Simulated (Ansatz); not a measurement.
Consider RbMnBr3 (cubic perovskite) (Pm-3m).

The structure was built from a prototype and need not be the compound's stable phase.

```xyz
5
Lattice="0.0000 -4.9225 0.0000 0.0000 0.0000 4.9225 -4.9225 0.0000 0.0000" Properties=species:S:1:pos:R:3 pbc="T T T"
Rb    0.0000    0.0000    0.0000
Mn   -2.4613   -2.4613    2.4613
Br    0.0000   -2.4613    2.4613
Br   -2.4613   -2.4613    0.0000
Br   -2.4613    0.0000    2.4613
```

The structure was relaxed with LDA. The structure type comes from a generator and need not be one that this composition takes. The structure was generated from a model, not taken from a measurement. The runs that relaxed it are not among those shown. The program's search for lower electronic states was switched off, so nothing shows that the state found is the lowest. PAW set soft_2, made with PBE.

A constrained-RPA run (Ansatz 0.2.0; non-magnetic LDA; Mn d, bands v3 to c2, 4×4×4 mesh, medium accuracy) builds 5 functions on bands 3.5 eV wide, with 5.0 electrons in the window. The bare on-site interaction is 16.8 eV and the bare J 0.55 eV.

Q: Estimate U, U′ and J.

On the Mn d shell, U = 3.56 eV (21 % of the bare value), U′ = 2.70 eV, J = 0.42 eV.

The parent state is non-magnetic and the interaction static (zero frequency); U depends on the window and the orbitals, so it belongs to this model alone.

[Paths, hosts, dates, memory and timing lines, banners, echoed tables and standing remarks are left out of the program output.]

[Logs are printed without paths, hosts, clocks, repeated set-up lines and the standing remarks that a program may print on its own settings, such as how far it seeks lower states.]

[Runs of the session that timed out or met a known fault of the program may be left out.]

[Hosts, paths, dates, database ids (printed as entryN), source tags and the programs' standing remarks are cut or masked in the printed files.]
